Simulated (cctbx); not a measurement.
**MgMn2Sn2S6 across an absorption edge**

Space group P1 (no. 1), a = 6.3190 Å, b = 6.9390 Å, c = 7.2610 Å, α = 69.70°, β = 68.35°, γ = 65.58°.

```csv
atom,mult.,x,y,z,Ueq (Å²)
Sn1,1,0.9447,0.4754,0.6628,0.0038
Sn2,1,0.0683,0.6152,0.0933,0.0038
Mn1,1,0.4846,0.0423,0.8924,0.0051
Mn2,1,0.2737,0.9056,0.4554,0.0044
S1,1,0.0852,0.2676,0.1835,0.0050
S2,1,0.7240,0.2749,0.8844,0.0056
S3,1,0.3200,0.2441,0.5602,0.0063
S4,1,0.7496,0.7124,0.4043,0.0061
S5,1,0.3497,0.7068,0.1237,0.0057
S6,1,0.9721,0.7143,0.7890,0.0062
Mg1,1,0.6463,0.3294,0.2225,0.0057
```

This is a model crystal, built by substitution and not relaxed, with assumed displacement parameters.

Calculated with cctbx: free-atom f′ and f″ from the Sasaki tables, no fine structure; amplitudes in electrons.

How do |F(hkl)| and |F(−h−k−l)| change across the Mn K edge?

```text
E (eV)    f'(Mn)   f''           |F|0 1 1        |F|1 1 2        |F|1 1 1       |F|1 -1 0
   5939   -2.19   0.55       16.9/  16.0     45.7/  45.1     31.9/  33.6    118.9/ 124.8
   6289   -3.00   0.50       16.8/  16.1     46.7/  46.6     33.3/  34.5    118.2/ 123.5
   6419   -3.73   0.48       16.7/  16.2     47.4/  47.8     34.4/  35.2    117.1/ 122.2
   6479   -4.48   0.47       16.6/  16.2     48.2/  48.9     35.5/  36.0    115.8/ 120.8
   6509   -5.18   0.47       16.4/  16.2     48.9/  49.9     36.5/  36.7    114.5/ 119.4
   6524   -5.91   0.46       16.3/  16.2     49.6/  50.9     37.6/  37.5    113.2/ 118.0
   6531   -6.58   0.46       16.2/  16.2     50.3/  51.9     38.6/  38.2    112.0/ 116.7
   6535   -7.29   0.46       16.1/  16.2     51.0/  52.9     39.6/  39.0    110.7/ 115.4
   6543   -7.51   3.96       14.5/  17.8     47.6/  55.1     42.1/  35.7    112.4/ 115.1
   6547   -6.67   3.95       14.7/  17.8     46.6/  53.9     40.9/  34.7    113.9/ 116.7
   6554   -5.93   3.95       14.8/  17.8     45.8/  52.9     39.9/  33.8    115.2/ 118.1
   6569   -5.12   3.93       15.0/  17.8     45.0/  51.8     38.8/  32.9    116.7/ 119.7
   6599   -4.33   3.89       15.2/  17.8     44.2/  50.7     37.7/  32.0    118.2/ 121.2
   6689   -3.23   3.79       15.5/  17.8     43.2/  49.2     36.2/  30.9    120.3/ 123.3
   6939   -2.10   3.55       15.8/  17.8     42.4/  47.7     34.7/  30.0    122.5/ 125.5
```

The edge is at 6539 eV. f′ of Mn falls from -3.7 e at 6419 eV to -7.3 e at 4 eV below it, and f″ steps from 0.46 to 3.95 e across it. Over that approach |F| changes by -4 % (0 1 1), +8 % (1 1 2), +15 % (1 1 1) and -5 % (1 -1 0): a reflection falls where Mn scatters in phase with the total and rises where it scatters against it; it hardly moves where the Mn term is small or cancels by symmetry or lies in quadrature to the total. The f″ term interferes with the normal scattering with opposite sign for the two Friedel mates. The largest Friedel difference in the scan is 20.4 % of the mean (0 1 1, at 6543 eV).

[Logs are printed without paths, hosts, clocks, repeated set-up lines and the standing remarks that a program may print on its own settings, such as how far it seeks lower states.]
